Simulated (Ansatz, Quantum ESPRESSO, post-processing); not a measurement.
# Al: work function by face, part 2 of 2

Aim: the work function of the low-index faces of Al, their order, and how far the functional matters.

Quantum ESPRESSO 7.5; plane-wave DFT, PBE, GBRV ultrasoft pseudopotentials; geometry and cross-check by Ansatz 0.2.0 with PAW datasets.

So far. Step 11 (Electrostatic potential of (100)): On (100) the work function under LDA lies +0.15 eV from PBE's. Step 12 (Geometry from Ansatz of (110)): The relaxation lowers the energy by 6 meV an atom. Held were the atoms numbered 3, 4 and 5; the forces quoted are those on the free ones.

### 13. Ground state of (110), PBE

Level of this step: plane-wave DFT, PBE, GBRV ultrasoft pseudopotentials (Quantum ESPRESSO 7.5).

Input file 110.pbe.in:

```
&control
  prefix = '110.pbe'
  outdir = './out'
  pseudo_dir = './pseudo'
  calculation = 'scf'
  tprnfor = .true.
/
&system
  ibrav = 0
  nat = 7
  ntyp = 1
  ecutwfc = 40
  ecutrho = 200
  occupations = 'smearing'
  smearing = 'mv'
  degauss = 0.02
/
&electrons
  conv_thr = 1e-07
  mixing_beta = 0.4
  electron_maxstep = 120
  mixing_mode = 'local-TF'
/
ATOMIC_SPECIES
  Al  26.9815  al_pbe_v1.uspp.F.UPF
CELL_PARAMETERS angstrom
  4.05000000000000 0.00000000000000 0.00000000000000
  0.00000000000000 2.86378246380000 0.00000000000000
  0.00000000000000 0.00000000000000 24.59134739140000
ATOMIC_POSITIONS crystal
  Al  0.000000000000 0.000000000000 0.327950523045
  Al  0.500000000000 0.500000000000 0.380461052445
  Al  0.000000000000 0.000000000000 0.441772558900
  Al  0.500000000000 0.500000000000 0.500000000000
  Al  0.000000000000 0.000000000000 0.558227441100
  Al  0.500000000000 0.500000000000 0.619538946505
  Al  0.000000000000 0.000000000000 0.672049477544
K_POINTS automatic
  8 10 1 0 0 0
```

Run with:

```bash
$ OMP_NUM_THREADS=1 mpirun -n 2 pw.x -nk 2 -in 110.pbe.in > 110.pbe.out
```

Wall time 38 s (2 MPI ranks of Arm Neoverse V2, shared host); peak memory 0.33 GiB; 77 s of CPU time.

Numbers from this step:

- free energy: -637.3846 eV
- Fermi energy: 0.8684 eV

### 14. Electrostatic potential of (110)

Input file 110.pbe.pot.in:

```
&inputpp
  prefix = '110.pbe'
  outdir = './out'
  filplot = '110.pbe.pot.dat'
  plot_num = 11
/
```

Run with:

```bash
$ OMP_NUM_THREADS=1 mpirun -n 2 pp.x -in 110.pbe.pot.in > 110.pbe.pot.out
```

The job ended after 0.81 s (2 MPI ranks; peak memory 0.11 GiB).

Read from the output:

- work function of the upper face: 4.028 eV
- slope of the potential above: 2.05e-4 eV/Å
- upper vacuum line continued to the top atoms, over the Fermi level: 4.027 eV
- work function of the lower face: 4.028 eV
- slope of the potential below: -1.41e-4 eV/Å
- lower vacuum line continued to the bottom atoms, over the Fermi level: 4.027 eV

The potential energy, planar mean oscillates, so the rows of the table below give means over windows of 1.48 Å about each position, cut where the curve ends. Its maxima inside the range that stand out by 2 % of the span (Å: eV): 8.7: -6.61, 10.1: -4.45, 11.6: -5.23, 13.0: -5.23, 14.5: -4.45, 15.9: -6.61. Its minima: 8.2: -8.20, 9.3: -8.48, 10.9: -8.25, 12.3: -8.44, 13.7: -8.25, 15.3: -8.48, 16.4: -8.20.

Electrostatic potential energy of an electron; zero at the Fermi level. Table of potential energy, planar mean by z; means over each step:

| z (Å) | potential energy, planar mean (eV) |
| --- | --- |
| 0.74 | 4.03 |
| 2.22 | 4.03 |
| 3.70 | 4.03 |
| 5.18 | 3.98 |
| 6.66 | 2.42 |
| 8.14 | -6.41 |
| 9.62 | -6.61 |
| 11.10 | -6.69 |
| 12.58 | -6.82 |
| 14.06 | -6.42 |
| 15.54 | -7.40 |
| 17.02 | -3.40 |
| 18.50 | 3.60 |
| 19.98 | 4.02 |
| 21.46 | 4.03 |
| 22.94 | 4.03 |
| 24.42 | 4.03 |

### 15. Ground state of (110), LDA

Level of this step: plane-wave DFT, LDA, GBRV ultrasoft pseudopotentials (Quantum ESPRESSO 7.5).

110.lda.in is the input of step 13 with these lines changed:

```diff
@@ -1,3 +1,3 @@
 &control
-  prefix = '110.pbe'
+  prefix = '110.lda'
   outdir = './out'
@@ -24,3 +24,3 @@
 ATOMIC_SPECIES
-  Al  26.9815  al_pbe_v1.uspp.F.UPF
+  Al  26.9815  al_lda_v1.uspp.F.UPF
 CELL_PARAMETERS angstrom
```

Run with:

```bash
$ OMP_NUM_THREADS=1 mpirun -n 2 pw.x -nk 2 -in 110.lda.in > 110.lda.out
```

The job ended after 40 s (2 MPI ranks; peak memory 0.33 GiB; 81 s of CPU time).

Read from the output:

| Quantity | Value |
| --- | --- |
| free energy | -631.0353 eV |
| Fermi energy | 0.679 eV |

### 16. Potential by pp.x of (110)

Input file 110.lda.pot.in:

```
&inputpp
  prefix = '110.lda'
  outdir = './out'
  filplot = '110.lda.pot.dat'
  plot_num = 11
/
```

Run with:

```bash
$ OMP_NUM_THREADS=1 mpirun -n 2 pp.x -in 110.lda.pot.in > 110.lda.pot.out
```

The job ended after 0.79 s (2 MPI ranks; peak memory 0.11 GiB).

Read from the output:

* work function of the upper face: 4.201 eV
* slope of the potential above: 1.79e-4 eV/Å
* upper vacuum line continued to the top atoms, over the Fermi level: 4.200 eV
* work function of the lower face: 4.201 eV
* slope of the potential below: -1.21e-4 eV/Å
* lower vacuum line continued to the bottom atoms, over the Fermi level: 4.201 eV

On (110) the work function under LDA lies +0.17 eV from PBE's.

### 17. The series side by side

All levels:

| level | work function (eV) | Ansatz, PBE (eV) | CPU time (s) |
| --- | --- | --- | --- |
| (111), PBE | 4.103 | 4.115 | 36.3 |
| (111), LDA | 4.274 | - | 35.21 |
| (100), PBE | 4.223 | 4.238 | 36.58 |
| (100), LDA | 4.377 | - | 34.15 |
| (110), PBE | 4.028 | 4.043 | 76.62 |
| (110), LDA | 4.201 | - | 80.58 |

### 18. Worked from the printed numbers

For (111) under PBE, on the run's own zero: φ = 5.566 − (1.463) = 4.103 eV.

### 19. Outcome

- work function of (111), PBE: 4.10 eV
- work function of (111), LDA: 4.27 eV
- work function of (100), PBE: 4.22 eV
- work function of (100), LDA: 4.38 eV
- work function of (110), PBE: 4.03 eV
- work function of (110), LDA: 4.20 eV

Under PBE the work functions are 4.22 eV on (100), 4.10 eV on (111) and 4.03 eV on (110). In order of packing, from 7.10 to 11.60 Å² an atom, the faces are (111), (100) and (110). The work function doesn't follow that order throughout, so smoothing alone doesn't explain it; the states near the Fermi level, surface states and relaxation differ from face to face. LDA lies +0.15 to +0.17 eV from PBE on the same atoms, nearly a rigid shift. The top two spacings change by +0.9 and -0.4 % on (111), +1.5 and +3.3 % on (100) and -9.8 and +5.3 % on (110). Electron diffraction gives +1.7 ± 0.3 % on (111) and −8.4 % on (110), as quoted in arxiv:0801.1077 (2008). Ansatz, with Fermi-Dirac smearing and its own datasets, agrees within 0.02 eV under PBE. The slabs are thin and unreconstructed, at the tabulated lattice constant; thickness and mesh leave some 0.05 to 0.1 eV open.

Computed beside measured:

| quantity | measured | PBE | LDA |
| --- | --- | --- | --- |
| work function of (111) (eV) | 4.32 | 4.10 (-0.22 eV) | 4.27 (-0.05 eV) |
| work function of (100) (eV) | 4.32 | 4.22 (-0.10 eV) | 4.38 (+0.06 eV) |
| work function of (110) (eV) | 4.23 | 4.03 (-0.20 eV) | 4.20 (-0.03 eV) |

Measured values from arxiv:1702.08515 (2017).

Verdict: The grades are ours: good and fair within 3 and 7 % for the work function of (111), 3 and 7 % for the work function of (100) and 3 and 7 % for the work function of (110). Other measurements of the same face can differ from the value quoted by 0.1 to 0.2 eV.

[Logs are printed without paths, hosts, clocks, repeated set-up lines and the standing remarks that a program may print on its own settings, such as how far it seeks lower states.]

[Hosts, paths, dates, database ids (printed as entryN), source tags and the programs' standing remarks are cut or masked in the printed files.]

[Maps of the electrostatic potential energy from Ansatz leave out the sawtooth potential of an applied field or a dipole correction, so their vacuum need not be flat; planar profiles and work functions include it.]
